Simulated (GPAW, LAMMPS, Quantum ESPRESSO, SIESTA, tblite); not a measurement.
**Glassy 57SiO2-27Al2O3-16BaO (mol %) (149 atoms) in GPAW**

Aim: run glassy 57SiO2-27Al2O3-16BaO (mol %) (149 atoms) in GPAW and see how near its forces come to a plane-wave reference, and at what cost.

Calculated with GPAW 26.7.0; the method is named at each step.

### Step 1. The structure

The cell holds 149 atoms: 25 Si, 24 Al, 7 Ba and 93 O. Its edges and angles: a = 12.007 Å, b = 12.007 Å, c = 12.007 Å, α = 90.0°, β = 90.0°, γ = 90.0°. 149 atoms (25 Si, 24 Al, 7 Ba, 93 O) placed at random at 3.64 g/cm³, melted at 4000 K for 10 ps at fixed volume with the Morse and Coulomb pair potential with partial charges (Pedone, Malavasi, Menziani, Cormack and Segre, J. Phys. Chem. B 110, 11780 (2006)). Quenched from 4000 K to 300 K at 25 K/ps and fixed volume, held 5 ps.

The yardstick, on the same geometry:

* method: Kohn-Sham DFT, PBE, SSSP efficiency 1.3.0 pseudopotentials, plane waves (Quantum ESPRESSO 7.5); sssp-pbe-1.3.0-efficiency, cutoffs 60/480 Ry, Γ point
* r.m.s. force component: 1.388 eV/Å
* longest force: 5.938 eV/Å
* pressure: 13.65 GPa
* gap (highest filled to lowest empty level): 3.976 eV
* time: 13 min on 4 MPI ranks of Arm Neoverse V1, shared host
* CPU time: 54 min

### Step 2. PBE, LCAO dzp, h 0.18 Å

Method: Kohn-Sham DFT, PBE, PAW, atomic orbitals (dzp).

Contents of run.py:

```python
import numpy as np
from ase.io import read
from gpaw import GPAW, FermiDirac
from ase.parallel import parprint as print

atoms = read("structure.xyz")
atoms.calc = GPAW(
    mode="lcao",
    basis="dzp",
    h=0.18,
    xc="PBE",
    kpts={"size": (1, 1, 1), "gamma": True},
    occupations=FermiDirac(0.05),
    maxiter=200,
    symmetry={"point_group": False},
    txt="gpaw.txt",
)
energy = atoms.get_potential_energy(force_consistent=True)
forces = atoms.get_forces()
print(f"energy {energy:.6f} eV")
print("forces (eV/A)")
for i, (a, f) in enumerate(zip(atoms, forces)):
    print(f"{i:4d} {a.symbol:2s} {f[0]:10.5f} {f[1]:10.5f} {f[2]:10.5f}")
print(f"Fermi level {atoms.calc.get_fermi_level():.4f} eV")
for k in range(len(atoms.calc.get_ibz_k_points())):
    for s in range(atoms.calc.get_number_of_spins()):
        e = atoms.calc.get_eigenvalues(kpt=k, spin=s)
        n = np.searchsorted(e, atoms.calc.get_fermi_level())
        print(f"k {k} spin {s} levels about the Fermi level:", np.round(e[max(n - 6, 0):n], 4).tolist(), "|", np.round(e[n:n + 6], 4).tolist())
```

Contents of structure.xyz:

```xyz
149
Lattice="12.00720 0.00000 0.00000 0.00000 12.00720 0.00000 0.00000 0.00000 12.00720" Properties=species:S:1:pos:R:3 pbc="T T T"
Si 2.75589 11.27596 8.33732
Si 6.21108 3.82910 10.54712
Si 5.35473 7.85427 5.00832
Si 2.06212 7.17274 6.70578
Si 3.69305 6.40536 10.79771
Si 8.67736 10.81813 4.38707
Si 1.47593 11.05803 0.27785
Si 8.56606 5.28473 4.88429
Si 11.17774 3.82970 0.76846
Si 9.01368 2.25111 4.66216
Si 8.92075 4.41060 10.90146
Si 6.18335 11.63402 6.52699
Si 5.51142 4.90602 4.43894
Si 2.87813 1.74128 11.93936
Si 1.14837 4.72711 10.74104
Si 1.13540 1.61821 6.18467
Si 6.96586 3.17554 2.52439
Si 11.63005 7.61713 10.74981
Si 9.59099 1.09169 7.54232
Si 3.31471 2.81065 4.20720
Si 11.06223 1.29426 2.55141
Si 3.98423 5.14460 7.83038
Si 8.98103 10.98299 9.44787
Si 10.57666 10.67956 0.94040
Si 11.81581 6.68885 1.63970
Al 10.98599 8.92087 3.81505
Al 8.83130 8.27140 0.09726
Al 11.80416 9.92071 8.81052
Al 5.59343 11.70846 11.40768
Al 6.47152 9.14276 10.31382
Al 2.15025 8.94080 9.63494
Al 9.41340 6.78011 9.13892
Al 6.74625 10.71030 2.04459
Al 2.57963 2.51479 8.78903
Al 5.31811 1.26568 8.83178
Al 5.28257 5.42545 1.14897
Al 11.46880 11.09309 6.01837
Al 8.50242 5.78783 1.56934
Al 3.79259 9.26836 11.63942
Al 4.82317 0.98723 2.04903
Al 8.06536 7.86604 3.21289
Al 5.88461 8.04915 1.05087
Al 4.37927 10.80420 4.01833
Al 1.96282 9.94664 5.54637
Al 6.32251 6.48329 8.63510
Al 1.14116 11.15541 3.32563
Al 2.47252 4.45803 1.83506
Al 4.88549 9.17854 7.94060
Al 11.34044 7.87900 6.66832
Ba 2.63690 7.96750 2.85231
Ba 8.18483 1.25751 0.04263
Ba 8.30658 8.77942 6.69125
Ba 7.34997 3.54597 7.54088
Ba 11.85927 1.32271 9.93644
Ba 11.93252 4.95129 4.47124
Ba 11.20104 4.49526 7.58339
[... 89 atom lines left out ...]
O 3.80364 5.61277 1.80000
O 10.76926 5.34681 1.40412
O 9.36309 3.79235 4.75881
O 4.32860 8.75601 1.05759
```

On the command line:

```sh
OMP_NUM_THREADS=1 mpirun -np 4 gpaw python run.py > output.txt
```

The log of the run:

```text
energy -1033.884751 eV
forces (eV/A)
   0 Si   -1.12214   -1.91465   -1.36498
   1 Si   -3.79524    2.98874    1.15096
   2 Si    3.62773   -1.65723    1.20715
   3 Si    1.97141    4.13140    1.81972
   4 Si   -1.46759   -0.70516   -1.73032
   5 Si   -2.82453    0.79250   -0.33338
   6 Si   -3.83565    0.37584    1.64151
   7 Si   -3.24822   -2.78826   -1.39201
   8 Si   -1.97633    3.22746   -1.22227
   9 Si   -2.20808    0.25214   -3.49709
  10 Si    1.36919    0.70666    0.47402
  11 Si    0.05535    0.28914   -4.26622
  12 Si    0.10751    0.65180   -2.06810
  13 Si    2.46348   -0.14375    1.64086
  14 Si    1.07161    5.89128   -2.24955
  15 Si    0.69394    0.35370   -1.29393
  16 Si   -0.05551   -1.80947    2.62868
  17 Si   -0.96814   -4.00139    1.13264
  18 Si   -1.60984   -1.47992   -0.14129
  19 Si   -0.90850   -1.06542    0.25095
  20 Si    1.35057   -1.61019   -2.90263
  21 Si    0.53932    0.84251    1.15104
  22 Si    0.84637    0.81965   -1.60459
  23 Si    0.96006    0.51731    4.20859
[...]
141 O    -1.62062   -0.07074    2.26658
 142 O    -0.97379    0.25994    1.42205
 143 O    -0.83134    0.29740   -0.70847
 144 O    -0.85047   -0.56909   -0.33641
 145 O    -3.27591    0.48283    1.96997
 146 O    -0.99903   -0.00387    0.71501
 147 O     2.49510    3.33508    0.11885
 148 O    -0.25882   -0.65420    4.40337
Fermi level 6.3431 eV
k 0 spin 0 levels about the Fermi level: [4.6611, 4.73, 4.7927, 4.8522, 4.8918, 5.1384] | [8.9716, 9.1752, 9.6068, 9.9378, 10.0569, 10.1175]
```

gpaw.txt:

```text
Input parameters:
  mode=LCAO(),
  basis={'default': 'dzp'},
  h=0.18,
  kpts=MonkhorstPack(size=(1, 1, 1), gamma=True),
  maxiter=200,
  occupations=Occupations(name='fermi-dirac', width=0.05, fixmagmom=False),
  symmetry=Symmetry(point_group=False),
  xc=XC(name='PBE')
Unit cell  # Å
| periodic |         x |         y |         z |   lengths |    angles |
|----------|-----------|-----------|-----------|-----------|-----------|
|      yes | 12.007200 |  0.000000 |  0.000000 | 12.007200 | 90.000000 |
|      yes |  0.000000 | 12.007200 |  0.000000 | 12.007200 | 90.000000 |
|      yes |  0.000000 |  0.000000 | 12.007200 | 12.007200 | 90.000000 |
Number of symmetries: 1
Symmetry operations  # r_c * U_cc + t_c -> r_c
|   | kind |            matrix            |
|---|------|------------------------------|
| 0 |  E   |  1, 0, 0,  0, 1, 0,  0, 0, 1 |
BZ-sampling:
  Number of BZ points: 1
  Number of IBZ points: 1
  Monkhorst-Pack size: [1, 1, 1]
  Monkhorst-Pack shift: [0, 0, 0]
[... lines left out ...]
        l=0, rc=2.2969 Bohr: 2s-dz split-valence wave
        l=1, rc=2.8906 Bohr: 2p-dz split-valence wave
        l=2, rc=5.3906 Bohr: d-type Gaussian polarization
      Number of RI-basis functions 0
Reference energy: -2094384.926196  # eV
eigensolver:
density mixing:
  MSR1-Mixer
occupation numbers:
  Fermi-Dirac:
    width: 0.0500  # eV
FastPoissonSolver using
    Stencil: 6*3+1=19 point O(h^6) finite-difference Laplacian
xc functional:
  name: PBE with 2 nearest neighbor stencil
interpolation: tri-quintic # 5. degree polynomial
Initialization done in: 7.918 s
convergence criteria:
- Maximum [total energy] change in last 3 cyles: 0.0005 eV / valence electron
- Maximum integral of absolute [dens]ity change: 0.0001 electrons / valence electron
- Maximum integral of absolute [eigenst]ate change: 4e-08 eV^2 / valence electron
maximum number of iterations: 200
SCF iterations
|iter     |      energy | eigst |  dens |
|---------|-------------|-------|-------|
|iter:   1|-1131.383203 |      c|       |
|iter:   2|-1106.249631 |      c| -0.78 |
|iter:   3|-1032.651438 |      c| -0.83 |
|iter:   4|-1033.509159 |      c| -1.45 |
|iter:   5|-1033.946085 |      c| -1.75 |
|iter:   6|-1033.885910 |      c| -2.38 |
|iter:   7|-1033.885043c|      c| -3.15 |
|iter:   8|-1033.884770c|      c| -3.53 |
|iter:   9|-1033.884751c|      c| -4.03c|
Converged in 9 steps
SCF loop duration: 172.977 s (19.220 s/step)
Energy contributions relative to reference atoms: (reference = -2094384.926196)
Energy contributions:
  Kinetic:        1648.450851
  Coulomb:       -1392.353190
  Zero:             12.926004
  External:          0.000000
  Xc:            -1302.908416
  Entropy:          -0.000000
  Spinorbit:         0.000000
  ----------------------------
  Free energy:   -1033.884751
  Extrapolated:  -1033.884751
dipole moment: (225.154971, 54.316918, -50.999467)  # |e|*Ang
Fermi level: 6.343
Eigenvalues  # (at kpt = [0.000, 0.000, 0.000])
| band index |      eig [eV] | occ [0-2] |
|------------|---------------|-----------|
|          0 |       -21.813 |     2.000 |
|        ... |               |           |
|        392 |         4.565 |     2.000 |
|        393 |         4.602 |     2.000 |
[...]
|        407 |        10.379 |     0.000 |
|        ... |               |           |
|        483 |        13.649 |     0.000 |
Gap: 3.833 eV
Transition (v -> c):
  (s=0, k=0, n=399, [0.00, 0.00, 0.00]) -> (s=0, k=0, n=400, [0.00, 0.00, 0.00])
No difference between direct/indirect transitions
Force computation time: 42.394  # s
```

Wall time 3.8 min (4 MPI ranks of Arm Neoverse V1, shared host); peak memory 5 GiB; 15 min of CPU time.

Banners, paths, timers and routine set-up lines are dropped from the logs unmarked, and long logs keep their key lines alone; longer cuts are marked.

Against the reference:

| Quantity | Value |
| --- | --- |
| r.m.s. force component | 1.602 eV/Å |
| r.m.s. difference of force components | 310 meV/Å |
| longest difference of force vectors | 1148 meV/Å |
| force difference over r.m.s. force | 22.34 % |
| slope of forces against the reference's | 1.142 |
| correlation of force components | 0.9888 |
| gap (highest filled to lowest empty level) | 3.833 eV |
| gap difference | -0.1427 eV |

Length of the force difference by element (eV/Å):

```tsv
element	atoms	mean	most
Al	24	0.26	0.43
Ba	7	0.12	0.27
O	93	0.61	1.1
Si	25	0.27	0.49
```

Levels nearest the highest filled one (eV from it): -0.48, -0.41, -0.35, -0.29, -0.25, 0.00, 3.83, 4.04, 4.47, 4.80, 4.92, 4.98.

Local excerpt of 9 atoms (numbers count through the whole input) about Ba51, one of the 7 Ba atoms; x, y, z are measured from there.

```tsv
atom	x	y	z	distance (Å)	bonds	Fx	Fy	Fz (eV/Å)
Ba51	0.00	0.00	0.00	0.00	8	1.29	-0.08	0.19
O116	-1.49	-1.88	0.55	2.47	3	1.57	1.53	-2.37
O100	-0.48	2.16	-1.28	2.55	4	2.67	-4.34	-0.08
O117	1.54	-1.31	-1.64	2.60	3	1.52	2.29	3.31
O58	-1.91	0.67	1.78	2.70	3	-0.14	-0.74	-1.44
O139	2.22	-0.98	1.37	2.78	3	-1.21	1.67	-1.36
O108	-1.96	-0.73	-1.97	2.87	3	1.20	-0.67	0.69
O127	1.86	2.20	-0.39	2.91	4	0.03	-1.73	-0.47
Al29	-2.59	-1.56	-0.64	3.09	4	-2.09	1.40	-1.03
```

Atoms are counted from 1 here, from 0 in the log.

Forces lie 22 % from the reference's, at 0.28 times its CPU time.

### Step 3. PBE, LCAO sz(dzp), h 0.18 Å

Method: Kohn-Sham DFT, PBE, PAW, atomic orbitals (sz(dzp)).

run.py, as its differences from that of step 2:

```diff
@@ -3,3 +3,2 @@
 from gpaw import GPAW, FermiDirac
-from ase.parallel import parprint as print
 
@@ -8,3 +7,3 @@
     mode="lcao",
-    basis="dzp",
+    basis="sz(dzp)",
     h=0.18,
```

structure.xyz is that of step 2.

On the command line:

```sh
OMP_NUM_THREADS=1 python run.py > output.txt
```

The log of the run:

```text
energy -833.571594 eV
forces (eV/A)
   0 Si   -1.20075    0.13842   -1.60775
   1 Si   -4.93467    1.79405    1.62579
   2 Si    2.70933   -2.03866    1.34119
   3 Si    3.26989    2.95780    1.43276
   4 Si   -1.90320   -1.00584   -2.39324
   5 Si   -2.58214    1.95006    0.35706
   6 Si   -4.28388    0.77765    0.38307
   7 Si   -3.40755   -2.92097   -2.50181
   8 Si   -1.47839    2.32237   -0.58267
   9 Si   -1.73686   -1.40970   -3.49904
  10 Si    1.75206   -0.66407   -0.26317
  11 Si    1.25570    0.90253   -4.65046
  12 Si   -1.01055    0.90862   -1.25586
  13 Si    2.48965    0.27926    1.50022
  14 Si    1.45374    6.17429   -1.39647
  15 Si    2.05631   -0.57107   -1.39132
  16 Si   -0.41240   -2.81180    2.38647
  17 Si   -0.25810   -2.93029    0.63283
  18 Si   -3.14585   -1.58120   -1.90768
  19 Si   -0.72395   -1.99244    1.81620
  20 Si    1.27914   -0.44375   -2.60819
  21 Si   -0.49494    0.24513    0.06692
  22 Si   -1.23049   -0.54501   -1.56206
  23 Si    0.25649    1.03314    3.60797
[...]
141 O    -1.87764   -0.03153    2.54271
 142 O    -2.30680   -0.01016    2.25151
 143 O     0.69215    0.35312    0.36056
 144 O    -2.21875   -1.62080    0.02122
 145 O    -3.58761    0.71475    2.11300
 146 O    -2.30559    0.29812    0.98260
 147 O     3.40027    4.08191    0.04166
 148 O    -0.56023   -0.85928    4.88536
Fermi level 7.8692 eV
k 0 spin 0 levels about the Fermi level: [5.9109, 5.9773, 6.0592, 6.1055, 6.1364, 6.4015] | [9.5624, 10.2651, 10.6702, 10.921, 11.0507, 11.065]
```

gpaw.txt:

```text
Input parameters:
  mode=LCAO(),
  basis={'default': 'sz(dzp)'},
  h=0.18,
  kpts=MonkhorstPack(size=(1, 1, 1), gamma=True),
  maxiter=200,
  occupations=Occupations(name='fermi-dirac', width=0.05, fixmagmom=False),
  symmetry=Symmetry(point_group=False),
  xc=XC(name='PBE')
Unit cell  # Å
| periodic |         x |         y |         z |   lengths |    angles |
[... lines left out ...]
  Fermi-Dirac:
[... lines left out ...]
convergence criteria:
- Maximum [total energy] change in last 3 cyles: 0.0005 eV / valence electron
[... lines left out ...]
Converged in 10 steps
[... lines left out ...]
  Free energy:    -833.571594
  Extrapolated:   -833.571594
dipole moment: (227.282561, 59.065207, -52.348666)  # |e|*Ang
Fermi level: 7.869
Eigenvalues  # (at kpt = [0.000, 0.000, 0.000])
| band index |      eig [eV] | occ [0-2] |
|------------|---------------|-----------|
|          0 |       -20.718 |     2.000 |
|        ... |               |           |
|        392 |         5.825 |     2.000 |
|        393 |         5.872 |     2.000 |
[...]
|        407 |        11.353 |     0.000 |
|        ... |               |           |
|        483 |        15.271 |     0.000 |
Gap: 3.161 eV
Transition (v -> c):
  (s=0, k=0, n=399, [0.00, 0.00, 0.00]) -> (s=0, k=0, n=400, [0.00, 0.00, 0.00])
No difference between direct/indirect transitions
Force computation time: 29.151  # s
timing:  # [seconds]
  Total:  170.070  # ━━━━━━━━━━━━━━━━━━━━━━━━━━━━━━━━━━━━━━━━━━━━━━━━━━━━━━━━
  Init:    16.100  # ━━━━━╸
  SCF:    124.776  # ━━━━━━━━━━━━━━━━━━━━━━━━━━━━━━━━━━━━━━━━━
  Forces:  29.151  # ━━━━━━━━━╸
```

It took 2.9 min on 1 thread; peak memory 2.2 GiB.

Against the reference:

* r.m.s. force component: 2.113 eV/Å
* r.m.s. difference of force components: 1085 meV/Å
* longest difference of force vectors: 4937 meV/Å
* force difference over r.m.s. force: 78.2 %
* slope of forces against the reference's: 1.354
* correlation of force components: 0.889
* gap (highest filled to lowest empty level): 3.161 eV
* gap difference: -0.815 eV

This is a coarse setting, run to see what it loses.

Against the first run (22 %), the force difference from the reference is 78 %, at 0.19 times the CPU time (on 1 against 4 cores), with 659 basis functions against 2049: the smaller basis costs accuracy.

### Step 4. PBE, LCAO szp(dzp), h 0.18 Å

Method: Kohn-Sham DFT, PBE, PAW, atomic orbitals (szp(dzp)).

run.py, as its differences from that of step 3:

```diff
@@ -3,2 +3,3 @@
 from gpaw import GPAW, FermiDirac
+from ase.parallel import parprint as print
 
@@ -7,3 +8,3 @@
     mode="lcao",
-    basis="sz(dzp)",
+    basis="szp(dzp)",
     h=0.18,
```

structure.xyz is that of step 3.

On the command line:

```sh
OMP_NUM_THREADS=1 mpirun -np 2 gpaw python run.py > output.txt
```

The log of the run:

```text
energy -1003.421771 eV
forces (eV/A)
   0 Si   -1.05033   -1.76292   -1.43332
   1 Si   -4.18979    3.27845    1.14767
   2 Si    3.74644   -1.31223    1.27045
   3 Si    1.91654    4.40714    2.01599
   4 Si   -1.01541   -0.83123   -1.76398
   5 Si   -2.85728    1.03520   -0.40429
[...]
146 O    -1.28420   -0.06604    0.76373
 147 O     2.70182    3.22752    0.03187
 148 O    -0.31965   -0.60678    4.33200
Fermi level 6.8536 eV
k 0 spin 0 levels about the Fermi level: [4.8588, 4.9596, 4.9843, 5.0829, 5.1177, 5.3812] | [9.1838, 9.2175, 9.7042, 10.0182, 10.134, 10.271]
```

gpaw.txt:

```text
Input parameters:
  mode=LCAO(),
  basis={'default': 'szp(dzp)'},
  h=0.18,
  kpts=MonkhorstPack(size=(1, 1, 1), gamma=True),
  maxiter=200,
  occupations=Occupations(name='fermi-dirac', width=0.05, fixmagmom=False),
[... lines left out ...]
  Fermi-Dirac:
[... lines left out ...]
convergence criteria:
- Maximum [total energy] change in last 3 cyles: 0.0005 eV / valence electron
[... lines left out ...]
Converged in 9 steps
[... lines left out ...]
  Free energy:   -1003.421771
[... lines left out ...]
Fermi level: 6.854
[... lines left out ...]
|        ... |               |           |
|        483 |        13.901 |     0.000 |
Gap: 3.803 eV
Transition (v -> c):
  (s=0, k=0, n=399, [0.00, 0.00, 0.00]) -> (s=0, k=0, n=400, [0.00, 0.00, 0.00])
No difference between direct/indirect transitions
Force computation time: 51.327  # s
timing:  # [seconds]
  Total:  250.717  # ━━━━━━━━━━━━━━━━━━━━━━━━━━━━━━━━━━━━━━━━━━━━━━━━━━━━━━━━
  Init:    10.316  # ━━╸
  SCF:    189.067  # ━━━━━━━━━━━━━━━━━━━━━━━━━━━━━━━━━━━━━━━━━━
  Forces:  51.327  # ━━━━━━━━━━━╸
```

Elapsed: 4.2 min, on 2 MPI ranks; peak memory 3.1 GiB.

Compared with the plane-wave run:

| Quantity | Value |
| --- | --- |
| r.m.s. force component | 1.624 eV/Å |
| r.m.s. difference of force components | 353.6 meV/Å |
| longest difference of force vectors | 1312 meV/Å |
| force difference over r.m.s. force | 25.48 % |
| slope of forces against the reference's | 1.153 |
| correlation of force components | 0.9847 |
| gap (highest filled to lowest empty level) | 3.803 eV |
| gap difference | -0.1733 eV |

This is a coarse setting, run to see what it loses.

Against the first run (22 %), the force difference from the reference is 25 %, at 0.56 times the CPU time (on 2 against 4 cores), with 1390 basis functions against 2049: the smaller basis costs accuracy.

### Step 5. PBE, grid h 0.18 Å

Method: Kohn-Sham DFT, PBE, PAW, finite differences on a real-space grid.

run.py, as its differences from that of step 4:

```diff
@@ -7,4 +7,3 @@
 atoms.calc = GPAW(
-    mode="lcao",
-    basis="szp(dzp)",
+    mode="fd",
     h=0.18,
@@ -15,2 +14,3 @@
     symmetry={"point_group": False},
+    nbands=469,
     txt="gpaw.txt",
```

structure.xyz is that of step 4.

On the command line:

```sh
OMP_NUM_THREADS=1 mpirun -np 4 gpaw python run.py > output.txt
```

The log of the run:

```text
energy -1121.759577 eV
forces (eV/A)
   0 Si   -1.05622   -2.22206   -1.14657
   1 Si   -3.60161    2.88134    1.01933
   2 Si    3.65999   -1.53215    1.14834
   3 Si    1.81658    4.02125    1.68152
   4 Si   -1.57916   -0.58773   -1.66311
   5 Si   -2.79701    0.52479   -0.29498
[...]
146 O    -0.55511   -0.04121    0.56698
 147 O     2.06479    3.13242    0.08587
 148 O    -0.10714   -0.67093    4.04233
Fermi level 6.1850 eV
k 0 spin 0 levels about the Fermi level: [4.5079, 4.5728, 4.6584, 4.6954, 4.734, 4.9701] | [8.9756, 9.1694, 9.5739, 9.9026, 10.0334, 10.1137]
```

gpaw.txt:

```text
Input parameters:
  mode=FD(),
  h=0.18,
  kpts=MonkhorstPack(size=(1, 1, 1), gamma=True),
  maxiter=200,
  nbands=469,
  occupations=Occupations(name='fermi-dirac', width=0.05, fixmagmom=False),
[... lines left out ...]
  Converge bands: occupied
[... lines left out ...]
  Fermi-Dirac:
[... lines left out ...]
convergence criteria:
- Maximum [total energy] change in last 3 cyles: 0.0005 eV / valence electron
[... lines left out ...]
Converged in 17 steps
[... lines left out ...]
  Free energy:   -1121.759577
[... lines left out ...]
Fermi level: 6.185
[... lines left out ...]
|        ... |               |           |
|        392 |         4.427 |     2.000 |
|        393 |         4.460 |     2.000 |
[...]
|        407 |        10.361 |     0.000 |
|        ... |               |           |
|        468 |        13.529 |     0.000 |
Gap: 4.005 eV
Transition (v -> c):
  (s=0, k=0, n=399, [0.00, 0.00, 0.00]) -> (s=0, k=0, n=400, [0.00, 0.00, 0.00])
No difference between direct/indirect transitions
Force computation time: 10.587  # s
```

Elapsed: 9.6 min, on 4 MPI ranks; peak memory 6.1 GiB; 39 min of CPU time.

Against the reference:

| Item | Value |
| --- | --- |
| r.m.s. force component | 1.476 eV/Å |
| r.m.s. difference of force components | 124.3 meV/Å |
| longest difference of force vectors | 541.9 meV/Å |
| force difference over r.m.s. force | 8.959 % |
| slope of forces against the reference's | 1.062 |
| correlation of force components | 0.9981 |
| gap (highest filled to lowest empty level) | 4.005 eV |
| gap difference | 0.0296 eV |

Against the first run (22 %), the force difference from the reference is 9.0 %, at 2.6 times the CPU time.

(Part 1 of 2 ends here.)

[Also dropped from logs without a mark: logging warnings of Python, and SIESTA's first energy breakdown and zero terms.]

[Logs are printed without paths, hosts, clocks, repeated set-up lines and the standing remarks that a program may print on its own settings, such as how far it seeks lower states.]

[Hosts, paths, dates, database ids (printed as entryN), source tags and the programs' standing remarks are cut or masked in the printed files.]
